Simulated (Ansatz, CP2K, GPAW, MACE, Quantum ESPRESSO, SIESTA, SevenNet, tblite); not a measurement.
# Forces in Ag(111)/Be(0001) interface (62 atoms), program by program

One geometry of Ag(111)/Be(0001) interface (62 atoms) is solved by several programs and methods. How far do their forces lie from a plane-wave PBE run?

Results are calculated, not measured.

## (1) The cell

The cell holds 62 atoms (14 Ag and 48 Be), with edges of 7.78, 7.78 and 12.54 Å. Recipe: fcc Ag(111), 2 repeat layers, 7 surface cells, strained +1.81 and +1.81 %; hcp Be(0001), 2 layers, 12 cells, -1.75 and -1.75 %; outer planes 2.37 Å apart and 2.39 Å at the second interface of the periodic stack; not relaxed, displaced by a Gaussian of 0.02 Å. Then every atom was moved at random, 0.03 Å r.m.s. a Cartesian component. The density is 4.91 g/cm³.

## (2) The reference input

Quantum ESPRESSO 7.5: Kohn-Sham DFT, PBE, SSSP efficiency 1.3.0 pseudopotentials, plane waves. Its input, pw.in:

```
&control
  calculation = 'scf'
  pseudo_dir = './pseudo'
  outdir = './tmp'
  disk_io = 'none'
  tprnfor = .true.
  tstress = .true.
/
&system
  ibrav = 0
  nat = 62
  ntyp = 2
  ecutwfc = 45
  ecutrho = 360
  nosym = .true.
  occupations = 'smearing'
  smearing = 'fd'
  degauss = 0.003675
/
&electrons
  conv_thr = 3.1e-07
  electron_maxstep = 100
  mixing_beta = 0.2
  mixing_mode = 'local-TF'
  diagonalization = 'david'
/
ATOMIC_SPECIES
Ag 107.868 Ag.upf
Be 9.012 Be.upf
CELL_PARAMETERS angstrom
7.78060 0.00000 0.00000
3.89030 6.73820 0.00000
0.00000 0.00000 12.53554
ATOMIC_POSITIONS crystal
Ag 0.14411 0.58048 0.00152
Ag 0.61867 0.47494 0.18607
Ag 0.42559 0.72479 0.00109
Ag 0.90012 0.62107 0.18566
[... 56 atom lines left out ...]
Be 0.38411 0.83897 0.65744
Be 0.38529 0.67521 0.80877
K_POINTS gamma
```

```console
$ OMP_NUM_THREADS=1 mpirun -np 2 pw.x -in pw.in > output.txt
```

Wall time 1.8 min (2 MPI ranks of Arm Neoverse V1, shared host); peak memory 1.4 GiB.

It converged with an r.m.s. force component of 0.41 eV/Å and a pressure of -1.3 GPa.

## (3) The other programs

- CP2K 2026.2: Gaussian basis with GTH pseudopotentials and a plane-wave density; labels give functional, basis (MOLOPT sets; SR short-range, UZH the newer set with its own potentials), grid cutoff/relative cutoff and solver (OT: orbital transformation; TRS4, TC2, SIGN: linear-scaling purification with its sparsity filter), or its built-in tight binding.
- GPAW 26.7.0: PAW with atomic orbitals (LCAO), plane waves or a real-space grid of spacing h.
- MACE: machine-learned potential, published weights.
- Quantum ESPRESSO 7.5: plane waves; labels (QE) give functional, pseudopotential set and cutoffs of waves/density.
- SIESTA 5.4.2: numerical atomic orbitals, whose automatically made sets are far from complete, with PseudoDojo norm-conserving potentials that we converted to its format (checked against plane waves on the same files for H, C, O, Si, Ge and Ca alone); labels give functional, basis size, energy shift and mesh cutoff.
- SevenNet: machine-learned potential, published weights.
- tblite 0.8.0: extended tight binding, driven from Python.

All use the same cell and atoms, and the electronic-structure runs the same k-mesh.

## (4) Side by side

Differences are against the reference: forces as r.m.s. over components, share as that over the reference's r.m.s. force, slope as the fitted ratio of a run's forces to the reference's.

```tsv
run	Δ force, r.m.s. (meV/Å)	share (%)	slope	Δ pressure (GPa)	cores	CPU time	memory (GiB)
reference	-	-	-	-	2	3.6 min	1.4
CP2K GFN1-xTB, diagonalisation	271	66.5	0.650	20.3	1	11 s	0.25
CP2K PBE+D3(BJ), DZVP-MOLOPT-SR, 600/50 Ry, diagonalisation	147	36.1	1.062	-4.73	4	13 min	3.8
CP2K PBE, DZVP-MOLOPT-SR, 210/50 Ry, diagonalisation (coarse)	2106	517	0.011	10.1	2	9 min	0.86
CP2K PBE, DZVP-MOLOPT-SR, 300/50 Ry, diagonalisation (coarse)	1747	429	0.866	9.38	2	11 min	1.1
CP2K PBE, DZVP-MOLOPT-SR, 600/50 Ry, diagonalisation	144	35.2	1.047	1.21	4	13 min	3.7
CP2K PBE, SZV-MOLOPT-SR, 600/50 Ry, diagonalisation (coarse)	1154	283	0.517	91.8	1	7.7 min	2.3
GPAW LDA, LCAO dzp, h 0.2 Å	166	40.7	0.980	-	1	3.9 min	0.84
GPAW PBE, LCAO dzp, h 0.2 Å	149	36.6	1.104	-	1	3.8 min	0.83
GPAW PBE, LCAO szp(dzp), h 0.2 Å (coarse)	182	44.7	1.073	-	1	2.8 min	0.79
MACE MP-0b3 medium potential	271	66.5	0.755	3.03	1	9.7 s	1.1
QE PBE+D3(BJ), sssp-1.3.0-efficiency, 45/360 Ry	15.1	3.72	1.016	-5.97	2	3.5 min	1.4
SIESTA PBE, DZ, shift 0.01 Ry, mesh 300 Ry (coarse)	1515	372	1.734	57.8	1	66 s	0.41
SIESTA PBE, SZ, shift 0.01 Ry, mesh 300 Ry (coarse)	6366	1563	1.336	584	1	77 s	0.35
SevenNet 0 potential	340	83.4	0.756	-0.499	1	9.3 s	0.88
SevenNet l3i5 potential	208	51.2	0.732	2.08	1	11 s	1.4
tblite GFN1-xTB	281	69.1	0.670	23.3	1	4 s	0.11
```

Rows marked coarse were listed beforehand as settings not expected to be converged; some can still land near the reference.

Times of the machine-learned potentials are mostly Python's start and the loading of weights.

Runs without a result: SIESTA PBE, DZP, shift 0.01 Ry, mesh 300 Ry (stopped at the start); SIESTA PBE, SZP, shift 0.01 Ry, mesh 300 Ry (stopped at the start); SIESTA PBE, DZP, shift 0.01 Ry, mesh 100 Ry (stopped at the start).

CPU time is summed over cores on shared hosts, so it is rough.

## (5) What came out

Forces lie from 3.7 % (QE PBE+D3(BJ), sssp-1.3.0-efficiency, 45/360 Ry) to 1563 % (SIESTA PBE, SZ, shift 0.01 Ry, mesh 300 Ry, coarse) of the reference's r.m.s. force of 0.41 eV/Å away from it. The PBE runs in local orbitals, coarse settings apart, differ by 35 % (CP2K PBE, DZVP-MOLOPT-SR, 600/50 Ry, diagonalisation) to 37 % (GPAW PBE, LCAO dzp, h 0.2 Å); basis, grid and potentials can all enter. Tight binding differs by 67 % (CP2K GFN1-xTB, diagonalisation) to 69 % (tblite GFN1-xTB); it is another model, with fitted parameters of its own, and the xTB methods hold dispersion. Machine-learned potentials differ by 51 % (SevenNet l3i5 potential) to 83 % (SevenNet 0 potential); they were trained on other programs' data. Among those trained on PBE data the slope goes as low as 0.73, with a correlation of 0.86, so directions differ as well as sizes.

In the reference's own program, potentials and cutoffs, a change of model alone moves forces by 3.7 % (QE PBE+D3(BJ), sssp-1.3.0-efficiency, 45/360 Ry). Other rows with another functional or a dispersion term differ by 36 % (CP2K PBE+D3(BJ), DZVP-MOLOPT-SR, 600/50 Ry, diagonalisation) to 41 % (GPAW LDA, LCAO dzp, h 0.2 Å), which mixes the change of model with differences of basis and potentials. Runs with settings chosen to be coarse differ by 45 % (GPAW PBE, LCAO szp(dzp), h 0.2 Å) to 1563 % (SIESTA PBE, SZ, shift 0.01 Ry, mesh 300 Ry), their programs' other errors included. From CP2K PBE, DZVP-MOLOPT-SR, 210/50 Ry, diagonalisation to the finer CP2K PBE, DZVP-MOLOPT-SR, 600/50 Ry, diagonalisation the share falls from 517 to 35 %. Pressures at PBE, coarse settings apart, lie +1.21 GPa from the reference's. A pressure off by over 25 GPa (CP2K PBE, SZV-MOLOPT-SR, 600/50 Ry, diagonalisation, SIESTA PBE, DZ, shift 0.01 Ry, mesh 300 Ry and SIESTA PBE, SZ, shift 0.01 Ry, mesh 300 Ry) is no usable stress for this cell.

Caveats: The potentials hold different valence shells: 458 electrons in the reference, 346 in CP2K with SZV-MOLOPT-SR and 334 in GPAW; this bears on time and differences. The reference's pressure holds the uncorrected Pulay stress of its 45 Ry basis, so small pressure differences may be the reference's own error. Machine-learned potentials mimic data converged in k, so the reference's own k-point error enters their differences. The reference's stress is far from hydrostatic: its diagonal is 6.7, 7.0, -17.7 GPa, compression counted positive. The host structure and its lattice constant were typed by rule, without a check against the phase diagram. The electronic-structure runs sample only Γ, in a cell whose shortest periodic width is 7 Å, which is coarse for a cell with partly filled levels. Spin–orbit coupling is left out. Where levels are smeared, the DFT runs use Fermi–Dirac occupations at 580 K (0.05 eV), and energies are free energies. The atoms were displaced at random, and shares hang on the size of the forces that this gives. The reference's cutoffs and mesh weren't converged further here.

[Logs are printed without paths, hosts, clocks, repeated set-up lines and the standing remarks that a program may print on its own settings, such as how far it seeks lower states.]

[Hosts, paths, dates, database ids (printed as entryN), source tags and the programs' standing remarks are cut or masked in the printed files.]

[Cells were taken only where this reference lay near another plane-wave run.]
